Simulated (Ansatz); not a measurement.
# Li on Au(111): change of the work function, part 2 of 3

Aim: the work function of Au(111) at several coverages of Li (fcc site), and the dipole that each adsorbate carries.

Ansatz 0.2.0; plane-wave DFT, PBE, Ansatz PAW.

So far, work function, upper face (eV): step 2 (the clean slab) 5.16.

## (3) The covered slab, k-mesh 6×6×1, coverage 0.25 ML

System of this step: Li/Au(111). The cell holds 17 atoms: 16 Au and 1 Li. Cell: a = 5.770 Å, b = 5.770 Å, c = 27.441 Å, α = 90.0°, β = 90.0°, γ = 60.0°. Vacuum lies along c.

The clean slab as it ended is repeated in the plane and the adsorbate is set on one face; the cell's size fixes the coverage, and the k-mesh shrinks with it to keep the sampling density about even. Adsorbate and upper layers relax, since the dipole depends on the height.

Input file input.yaml:

```yaml
crystal:
  lattice:
    - [5.7699913344, 0.0, 0.0]
    - [2.8849956672, 4.9969590752, 0.0]
    - [0.0, 0.0, 27.4414261998]
  atoms:
    - { symbol: Au, position: [0.0, 0.0, 0.3279712918] }
    - { symbol: Au, position: [0.1666666667, 0.1666666667, 0.413811914] }
    - { symbol: Au, position: [0.3333333333, 0.3333333333, 0.5026194547] }
    - { symbol: Au, position: [0.0, 0.0, 0.5937041789] }
    - { symbol: Au, position: [0.0, 0.5, 0.3279712918] }
    - { symbol: Au, position: [0.1666666667, 0.6666666667, 0.413811914] }
    - { symbol: Au, position: [0.3333333333, 0.8333333333, 0.5026194547] }
    - { symbol: Au, position: [0.0, 0.5, 0.5937041789] }
    - { symbol: Au, position: [0.5, 0.0, 0.3279712918] }
    - { symbol: Au, position: [0.6666666667, 0.1666666667, 0.413811914] }
    - { symbol: Au, position: [0.8333333333, 0.3333333333, 0.5026194547] }
    - { symbol: Au, position: [0.5, 0.0, 0.5937041789] }
    - { symbol: Au, position: [0.5, 0.5, 0.3279712918] }
    - { symbol: Au, position: [0.6666666667, 0.6666666667, 0.413811914] }
    - { symbol: Au, position: [0.8333333333, 0.8333333333, 0.5026194547] }
    - { symbol: Au, position: [0.5, 0.5, 0.5937041789] }
    - { symbol: Li, position: [0.1666666667, 0.1666666667, 0.6720287082] }
kpoints:
  mp_grid: { grid: [6, 6, 1] }
hamiltonian:
  xc: pbe
scf:
  occupations: { method: fermi_dirac, width: 0.1 }
  convergence: { dr2_threshold: 1.0e-08 }
efield:
  axis: 3
  dipole_correction: true
  ramp_position: 0.97
  ramp_width: 0.06
relax:
  f_tol: 0.02
  max_steps: 60
  constraints: [{ sites: [0, 1, 4, 5, 8, 9, 12, 13] }]
output:
  dos: { projected: true, e_range: [-8, 4] }
  write_potential: true
  write_density: true
  volumetric_format: npy
  elf: true
```

The run is started by

```console
> ansatz run input.yaml --threads 4 --pin off --max-ram 6144MiB --backend cpu --events-out ev --progress --plain --runs-dir out
```

Numbers of over 12 decimals in the logs are rounded to 6 here.

The program printed:

```text
[...]
Crystal: 17 atoms, lattice volume = 791.202 Å³
Basis set: ecut = 420 eV, 15559 PW (Γ), exchange–correlation on 80×80×384 points (8 copies of the dense FFT grid, shifted against one another)
Bands: 185, of which v1, the nominal top of the filled ones, is band 154 counted from 1 (153 counted from 0)
Symmetry: 6 space group operations
[...]
k-points: 7 of 36 (time reversal used)
[...]
SCF iter   1: F=—  HF=-210592.250930 eV  |F-HF|=—  |Δ(HF+E_count)|=         —  Δρ=3.11e-3  dr2=1.38e0  ethr=1.77e-3  p=0.497 e·Å  D=1.14e-1 V/Å  ΔV_dip=-3.12 eV  dr2_dipole=3.25e-3  V_vac-E_F(+/−)=1.54/4.66 eV  ⟨swp⟩=7.0  Hψ=5192  notcnv=0  defer=50
[...]
SCF iter  10: F=-210592.182358 eV  HF=-210592.182358 eV  |F-HF|=1.15e-8  |Δ(HF+E_count)|=   1.96e-8  Δρ=4.67e-7  dr2=2.47e-9  ethr=3.26e-12  p=0.517 e·Å  D=1.18e-1 V/Å  ΔV_dip=-3.25 eV  dr2_dipole=1.89e-10  V_vac-E_F(+/−)=1.89/5.13 eV  ⟨swp⟩=16.3  Hψ=9986  notcnv=0
SCF 1 converged in 10 iterations: F = -210592.182358 eV  dr2 = 2.47e-9
[...]
relax step   1: F+E_penalty+E_count = -210592.18235770 eV  Δ(F+E_penalty+E_count) = +0.000e0 eV  max|allowed force component| = 6.616e-1 eV/Å  Δτ_max = 0.0000 Å  (10 SCF iters, accepted)
[...]
SCF iter   1: F=—  HF=-210592.285163 eV  |F-HF|=—  |Δ(HF+E_count)|=         —  Δρ=2.40e-3  dr2=1.60e-1  ethr=3.37e-5  p=0.517 e·Å  D=1.18e-1 V/Å  ΔV_dip=-3.25 eV  dr2_dipole=6.31e-2  V_vac-E_F(+/−)=1.92/5.17 eV  ⟨swp⟩=2.1  Hψ=4600  notcnv=0  defer=116
[...]
eigensolver tolerance schedule calibrated: the retry pair's looser diagonalisation under-reported the residual by θ = 0.35 (0.18/decade); ethr = c·dr2/N_el runs at the constant in force after the calibration composes with the one it found (an armed cap, an earlier calibration), c = 3.1e-2
[...]
SCF iter   2: F=—  HF=-210592.285644 eV  |F-HF|=—  |Δ(HF+E_count)|=   4.81e-4  Δρ=1.54e-3  dr2=7.00e-2  ethr=1.60e-5  p=0.467 e·Å  D=1.07e-1 V/Å  ΔV_dip=-2.93 eV  dr2_dipole=1.50e-2  V_vac-E_F(+/−)=2.23/5.15 eV  ⟨swp⟩=3.0  Hψ=2515  notcnv=0  defer=116
[...]
SCF iter  10: F=-210592.274563 eV  HF=-210592.274563 eV  |F-HF|=5.59e-9  |Δ(HF+E_count)|=   2.23e-8  Δρ=3.20e-7  dr2=3.09e-9  ethr=1.00e-12  p=0.441 e·Å  D=1.01e-1 V/Å  ΔV_dip=-2.77 eV  dr2_dipole=1.96e-10  V_vac-E_F(+/−)=2.37/5.14 eV  ⟨swp⟩=14.9  Hψ=9044  notcnv=0
SCF 2 converged in 10 iterations: F = -210592.274563 eV  dr2 = 3.09e-9
relax step   2: F+E_penalty+E_count = -210592.27456312 eV  Δ(F+E_penalty+E_count) = -9.221e-2 eV  max|allowed force component| = 1.533e-1 eV/Å  Δτ_max = 0.1920 Å  (10 SCF iters, accepted)
SCF iter   1: F=—  HF=-210592.285097 eV  |F-HF|=—  |Δ(HF+E_count)|=         —  Δρ=9.48e-4  dr2=1.32e-2  ethr=4.69e-5  p=0.441 e·Å  D=1.01e-1 V/Å  ΔV_dip=-2.77 eV  dr2_dipole=3.12e-3  V_vac-E_F(+/−)=2.37/5.14 eV  ⟨swp⟩=3.0  Hψ=2369  notcnv=0  defer=128
[...]
SCF iter   8: F=-210592.283811 eV  HF=-210592.283811 eV  |F-HF|=1.25e-8  |Δ(HF+E_count)|=   3.05e-8  Δρ=5.15e-7  dr2=7.90e-9  ethr=3.26e-12  p=0.448 e·Å  D=1.02e-1 V/Å  ΔV_dip=-2.81 eV  dr2_dipole=1.28e-9  V_vac-E_F(+/−)=2.33/5.15 eV  ⟨swp⟩=14.9  Hψ=9498  notcnv=0
SCF 3 converged in 8 iterations: F = -210592.283811 eV  dr2 = 7.90e-9
relax step   3: F+E_penalty+E_count = -210592.28381102 eV  Δ(F+E_penalty+E_count) = -9.248e-3 eV  max|allowed force component| = 5.295e-2 eV/Å  Δτ_max = 0.0487 Å  (8 SCF iters, accepted)
SCF iter   1: F=—  HF=-210592.285104 eV  |F-HF|=—  |Δ(HF+E_count)|=         —  Δρ=5.42e-4  dr2=2.38e-3  ethr=1.27e-5  p=0.448 e·Å  D=1.02e-1 V/Å  ΔV_dip=-2.81 eV  dr2_dipole=1.39e-6  V_vac-E_F(+/−)=2.34/5.15 eV  ⟨swp⟩=3.0  Hψ=2537  notcnv=0  defer=125
[...]
SCF iter   8: F=-210592.285214 eV  HF=-210592.285214 eV  |F-HF|=5.33e-9  |Δ(HF+E_count)|=   1.76e-8  Δρ=3.60e-7  dr2=2.83e-9  ethr=3.26e-12  p=0.449 e·Å  D=1.03e-1 V/Å  ΔV_dip=-2.82 eV  dr2_dipole=3.25e-10  V_vac-E_F(+/−)=2.33/5.15 eV  ⟨swp⟩=13.9  Hψ=8985  notcnv=0
SCF 4 converged in 8 iterations: F = -210592.285214 eV  dr2 = 2.83e-9
[...]
relax step   4: F+E_penalty+E_count = -210592.28521380 eV  Δ(F+E_penalty+E_count) = -1.403e-3 eV  max|allowed force component| = 7.371e-3 eV/Å  Δτ_max = 0.0385 Å  (8 SCF iters, accepted)
NSCF: frozen V_eff on 7 k-points
[...]
WARN: The output density's exchange-correlation potential varies sharply where the density is thin. Do not read a vacuum level from v_tot or v_xc, or from such a field of the output density. On a cell that repeats whose density bears no net charge and no dipole along the vacuum's axis use v_es (v_loc + v_h of the components); under efield.dipole_correction with no amplitude use v_es + v_field, which holds any externa [...]
SCF converged after 8 iterations
Free energy (F): -210592.285214 eV
[...]
Internal energy: -210591.997080 eV  (E = F + TS)
E sigma→0 (E₀):  -210592.141147 eV
Entropy (-TS):   -0.288133 eV (-16.949 meV/atom)
Fermi energy:    4.749449 eV
Dipole field:    D = 0.102670 V/Å  (p = 0.448921 e·Å, saw-weighted, corrected)
Work function:   Φ+ = 2.3294 eV   Φ− = 5.1468 eV
[...]
--- Forces (eV/Å), atoms counted from 1 ---
  atom   1  Au    -0.00266113    -0.00153641    -0.50545456
  atom   2  Au     0.00000000     0.00000000     0.52271703
  atom   3  Au     0.00049744     0.00028720     0.00159725
  atom   4  Au    -0.00179155    -0.00103435    -0.00244232
  atom   5  Au    -0.00000000     0.00307281    -0.50545456
  atom   6  Au     0.02310208    -0.01333799     0.50160324
  atom   7  Au     0.00000000    -0.00057440     0.00159725
  atom   8  Au     0.00000000     0.00206870    -0.00244232
  atom   9  Au     0.00266113    -0.00153641    -0.50545456
  atom  10  Au     0.00000000     0.02667599     0.50160324
  atom  11  Au    -0.00049744     0.00028720     0.00159725
  atom  12  Au     0.00179155    -0.00103435    -0.00244232
  atom  13  Au    -0.00000000     0.00000000    -0.51348205
  atom  14  Au    -0.02310208    -0.01333799     0.50160324
  atom  15  Au     0.00000000    -0.00000000     0.00737073
  atom  16  Au    -0.00000000    -0.00000000     0.00252320
  atom  17  Li    -0.00000000    -0.00000000    -0.00503249
  max |Σ_I F_I| component: 7.25e-6 eV/Å
--- Band table (eV; the first three rows and the last of 7) ---
  k-point 0: bands = [... 150 lower, 4.7094, 4.7158, 4.7158, 5.5973, 5.6694, 5.6694, 5.9747, 6.0162, ... 27 higher]
  k-point 1: bands = [... 150 lower, 3.8324, 4.7451, 4.7476, 4.9765, 5.0260, 5.2662, 5.2743, 6.1146, ... 27 higher]
  k-point 2: bands = [... 150 lower, 3.7380, 4.2096, 4.7594, 4.7620, 5.2156, 5.2475, 5.8293, 6.0519, ... 27 higher]
  k-point 6: bands = [... 150 lower, 2.6246, 3.5278, 3.5630, 3.5637, 5.3642, 5.4218, 5.4691, 7.1912, ... 27 higher]
--- Relaxed structure (4 steps of the walk, 4 accepted, 0 SCFs on fresh bases) ---
  F+E_penalty+E_count = -210592.28521380 eV   max|allowed force component| = 7.371e-3 eV/Å
  atoms:
    - { symbol: Au, position: [-1.795949010449182e-17, -1.7959490104491818e-17, 0.3279712918] }
    - { symbol: Au, position: [0.166667, 0.166667, 0.413811914] }
    - { symbol: Au, position: [0.333754, 0.333754, 0.503454] }
    - { symbol: Au, position: [-0.00166738, -0.00166738, 0.595920] }
    - { symbol: Au, position: [2.7755575615628914e-17, 0.500000, 0.3279712918] }
    - { symbol: Au, position: [0.166667, 0.666667, 0.413811914] }
    - { symbol: Au, position: [0.333754, 0.832492, 0.503454] }
    - { symbol: Au, position: [-0.00166738, 0.503335, 0.595920] }
    - { symbol: Au, position: [0.500000, -1.7959490104491818e-17, 0.3279712918] }
    - { symbol: Au, position: [0.666667, 0.166667, 0.413811914] }
    - { symbol: Au, position: [0.832492, 0.333754, 0.503454] }
    - { symbol: Au, position: [0.503335, -0.00166738, 0.595920] }
    - { symbol: Au, position: [0.500000, 0.500000, 0.3279712918] }
    - { symbol: Au, position: [0.666667, 0.666667, 0.413811914] }
    - { symbol: Au, position: [0.833333, 0.833333, 0.502548] }
    - { symbol: Au, position: [0.500000, 0.500000, 0.600425] }
    - { symbol: Li, position: [0.166667, 0.166667, 0.666379] }
```

Wall time 2.1 min (4 threads of Arm Neoverse V2, shared host); peak memory 3.3 GiB.

The steps of the relaxation:

```tsv
step	energy less that of the first step (eV)	largest force component (eV/Å)
1	0.0000	0.6616
2	-0.0922	0.1533
3	-0.1015	0.0529
4	-0.1029	0.0074
```

The run keeps the 6 symmetry operations that it works with, so distortions that break them were not tested.

The atoms that moved most (Å):

```tsv
atom	dx	dy	dz	length
Au16	0.000	0.000	0.184	0.184
Li17	0.000	0.000	-0.155	0.155
Au4	-0.014	-0.008	0.061	0.063
Au12	0.014	-0.008	0.061	0.063
Au8	0.000	0.017	0.061	0.063
Au11	-0.004	0.002	0.023	0.023
Au3	0.004	0.002	0.023	0.023
Au7	0.000	-0.004	0.023	0.023
```

The relaxed structure:

```cif
data_structure
_symmetry_space_group_name_H-M 'P 1'
_symmetry_Int_Tables_number 1
_cell_length_a 5.7700
_cell_length_b 5.7700
_cell_length_c 27.4414
_cell_angle_alpha 90.000
_cell_angle_beta 90.000
_cell_angle_gamma 60.000
_cell_volume 791.20
loop_
_atom_site_label
_atom_site_type_symbol
_atom_site_fract_x
_atom_site_fract_y
_atom_site_fract_z
_atom_site_occupancy
Au1 Au 0.00000 0.00000 0.32797 1
Au2 Au 0.16667 0.16667 0.41381 1
Au3 Au 0.33375 0.33375 0.50345 1
Au4 Au 0.99833 0.99833 0.59592 1
Au5 Au 0.00000 0.50000 0.32797 1
Au6 Au 0.16667 0.66667 0.41381 1
Au7 Au 0.33375 0.83249 0.50345 1
Au8 Au 0.99833 0.50333 0.59592 1
Au9 Au 0.50000 0.00000 0.32797 1
Au10 Au 0.66667 0.16667 0.41381 1
Au11 Au 0.83249 0.33375 0.50345 1
Au12 Au 0.50333 0.99833 0.59592 1
Au13 Au 0.50000 0.50000 0.32797 1
Au14 Au 0.66667 0.66667 0.41381 1
Au15 Au 0.83333 0.83333 0.50255 1
Au16 Au 0.50000 0.50000 0.60043 1
Li17 Li 0.16667 0.16667 0.66638 1
```

Numbers from this step:

```yaml
energy_at_zero_smearing: -210592.1411 eV
work_function_upper_face: 2.329 eV
work_function_lower_face: 5.147 eV
dipole_along_the_normal: 0.4489 e·Å
step_between_the_vacuum_levels: -2.817 eV
```

Running mean over 2.356 Å of the planar mean; the ramp of the sawtooth is left out. The electron's electrostatic potential energy less the Fermi level by z:

```tsv
z (Å)	electron's electrostatic potential energy less the Fermi level (eV)
3.5	5.15
4.0	5.15
4.5	5.15
5.0	5.14
5.5	5.13
6.0	5.09
6.5	4.90
7.0	4.10
7.5	1.12
8.0	-3.41
8.5	-7.00
9.0	-8.24
9.5	-8.50
10.0	-8.60
10.5	-8.66
11.0	-8.69
11.5	-8.60
12.0	-8.14
12.5	-7.79
13.0	-7.93
13.5	-8.38
14.0	-8.36
14.5	-7.44
15.0	-6.65
15.5	-6.96
16.0	-7.99
16.5	-8.19
17.0	-7.03
17.5	-3.72
18.0	-0.00884
18.5	1.75
19.0	1.94
19.5	2.06
20.0	2.24
20.5	2.29
21.0	2.32
21.5	2.32
22.0	2.33
22.5	2.33
23.0	2.33
23.5	2.33
24.0	2.33
```

The density of states has structure finer than the step of the table below, so its rows give means over 0.25 eV, whole bins alone (the curve runs from -8 to 1.98 eV). Peaks (eV: height): -4.210: 53.6, -4.090: 70.4, -4.000: 59.9, -3.370: 59.4, -2.950: 51.9, -2.260: 54.1, -2.080: 52.5.

The density of states by energy, zero at the Fermi level; means over each step:

```tsv
energy (eV)	density of states (states/eV a cell)
-7.75	2.88
-7.50	2.18
-7.25	3.13
-7.00	3.75
-6.75	10.6
-6.50	15.4
-6.25	19.4
-6.00	32.9
-5.75	25.7
-5.50	18.6
-5.25	25.9
-5.00	28.3
-4.75	32.2
-4.50	33.5
-4.25	47.6
-4.00	46.7
-3.75	32.1
-3.50	34.0
-3.25	40.6
-3.00	38.2
-2.75	42.9
-2.50	32.2
-2.25	41.9
-2.00	39.2
-1.75	17.4
-1.50	6.49
-1.25	7.03
-1.00	6.25
-0.75	3.24
-0.50	3.32
-0.25	3.13
0.00	10.2
0.25	4.57
0.50	3.83
0.75	6.53
1.00	2.48
1.25	3.60
1.50	8.51
1.75	8.95
```

Projected DOS per atom over height of the atomic layer and energy from the Fermi level. Layers: Au4 Au4 Au4 Au4 Li from below.

Ten even steps from '0' (0.01 states/eV) to '9' (3.23 states/eV), each cell a mean:
```
00002
00000
00000
00000
11110
00000
10010
11100
66530
87760
85690
64680
74470
98790
57770
44650
34440
58540
24310
12100
00000
00000
```
Columns: height of the atomic layer (Å) from 9 to 18.3 (not evenly spaced); rows upwards: energy from the Fermi level (eV) from -7.96 to 1.95.

Valence density in the ca plane at fractional y = 0.167, with atoms of Au and Li within 0.2 Å of it. It is the smooth field of the valence electrons, not physical close to the nuclei.

Values in units of 1e0 e/Å³, 8 rows by 16 columns, each cell a mean:
```
0.6 0.3 0.3 0.3 1.4 0.4 0.7 1.1 0.1 0.0 0.0 0.0 0.0 0.0 0.0 0.0
0.3 1.6 2.4 0.3 0.6 0.2 0.3 0.5 0.1 0.0 0.0 0.0 0.0 0.0 0.0 0.0
0.2 5.3 8.2 0.3 0.2 0.1 0.1 0.2 0.1 0.0 0.0 0.0 0.0 0.0 0.0 0.0
0.3 1.8 2.8 0.3 0.5 0.2 0.3 0.5 0.1 0.0 0.0 0.0 0.0 0.0 0.0 0.0
0.6 0.3 0.3 0.3 1.4 0.4 0.7 1.1 0.1 0.0 0.0 0.0 0.0 0.0 0.0 0.0
0.3 1.6 2.4 0.3 0.6 0.2 0.3 0.5 0.2 0.2 0.0 0.0 0.0 0.0 0.0 0.0
0.2 5.2 8.1 0.3 0.2 0.1 0.1 0.2 1.4 2.6 0.0 0.0 0.0 0.0 0.0 0.0
0.3 1.9 2.8 0.3 0.5 0.2 0.3 0.4 0.2 0.3 0.0 0.0 0.0 0.0 0.0 0.0
```
Columns run along c (16.0 Å, from fractional 0.34 to 0.92 of the cell), rows up along a (5.8 Å). Atoms in or near the plane, at fractional coordinates: Au at (0.41, 0.17), Au at (0.41, 0.67), Li at (0.67, 0.17).

ELF in the ca plane at fractional y = 0.167, with atoms of Au and Li within 0.2 Å of it. It is the smooth field of the valence electrons, not physical close to the nuclei.

Values in units of 1e-1, 8 rows by 16 columns, each cell a mean:
```
2.8 2.0 2.1 2.1 4.0 2.4 3.0 3.7 3.1 1.5 0.5 0.1 0.0 0.0 0.0 0.0
2.2 3.5 4.1 2.1 2.8 1.9 2.3 2.7 2.1 1.1 0.3 0.1 0.0 0.0 0.0 0.0
2.0 5.1 6.0 2.3 2.0 1.3 1.6 2.2 1.4 0.6 0.2 0.0 0.0 0.0 0.0 0.0
2.2 3.7 4.3 2.1 2.7 1.9 2.2 2.7 2.0 1.1 0.3 0.1 0.0 0.0 0.0 0.0
2.8 2.0 2.1 2.1 4.0 2.4 3.0 3.7 3.1 1.6 0.5 0.1 0.0 0.0 0.0 0.0
2.2 3.5 4.1 2.1 2.8 1.9 2.2 2.9 1.9 1.4 0.1 0.1 0.0 0.0 0.0 0.0
2.0 5.1 6.0 2.3 2.0 1.3 1.6 2.5 3.5 7.3 0.1 0.0 0.0 0.0 0.0 0.0
2.2 3.7 4.3 2.1 2.6 1.8 2.1 2.8 2.0 1.8 0.1 0.1 0.0 0.0 0.0 0.0
```
Columns run along c (16.0 Å, from fractional 0.34 to 0.92 of the cell), rows up along a (5.8 Å). Atoms in or near the plane, at fractional coordinates: Au at (0.41, 0.17), Au at (0.41, 0.67), Li at (0.67, 0.17).

Electrostatic potential energy in the ca plane at fractional y = 0.167, with atoms of Au and Li within 0.2 Å of it. With pseudopotentials it is smooth inside the atoms' cores, unlike the true potential.

Values in eV, 8 rows by 16 columns, each cell a mean:
```
 -2   5   4   4 -16   1  -3 -10   7   7   7   8   8   8   8   8
  3 -12 -18   4  -2   5   3   1   8   8   8   8   8   8   8   8
  5 -29 -36   3   6   8   8   7   9   9   8   8   8   8   8   8
  3 -13 -20   4   0   6   4   1   8   9   8   8   8   8   8   8
 -2   4   4   4 -16   1  -3 -10   7   7   7   8   8   8   8   8
  3 -12 -18   4  -1   5   4   1   1  -2   5   7   8   8   8   8
  5 -28 -36   3   6   8   8   6 -10 -18   4   7   8   8   8   8
  3 -13 -21   4   0   6   4   1   1  -3   5   7   8   8   8   8
```
Columns run along c (16.0 Å, from fractional 0.34 to 0.92 of the cell; values clipped at the 3rd and 97th percentile), rows up along a (5.8 Å). Atoms in or near the plane, at fractional coordinates: Au at (0.41, 0.17), Au at (0.41, 0.67), Li at (0.67, 0.17).

The relaxation took 4 steps and lowered the energy by 0.10 eV; the largest force on the free atoms ends at 0.0074 eV/Å.

By hand: a sheet of dipoles makes a step −p/(ε₀A) in the electron's potential. With e/ε₀ = 180.95 V·Å, p = 0.4489 e·Å and A = 28.83 Å², that is −180.95 × (0.4489) / 28.83 = -2.817 eV, and the two vacuum levels of the run differ by -2.817 eV.

The covered face has 2.33 eV, -2.83 eV against the clean one; the bare back face has moved by +0.06 eV, a measure of how thin the slab is.

[end of part 2 of 3]

[Logs are printed without paths, hosts, clocks, repeated set-up lines and the standing remarks that a program may print on its own settings, such as how far it seeks lower states.]

[Hosts, paths, dates, database ids (printed as entryN), source tags and the programs' standing remarks are cut or masked in the printed files.]

[Maps of the electrostatic potential energy from Ansatz leave out the sawtooth potential of an applied field or a dipole correction, so their vacuum need not be flat; planar profiles and work functions include it.]

[The density of states shown here was stored with 400 of the rows of the run's finer table, so its peaks can read low, often by over a quarter, or be missed, and its means over a window can be off by a tenth or more.]
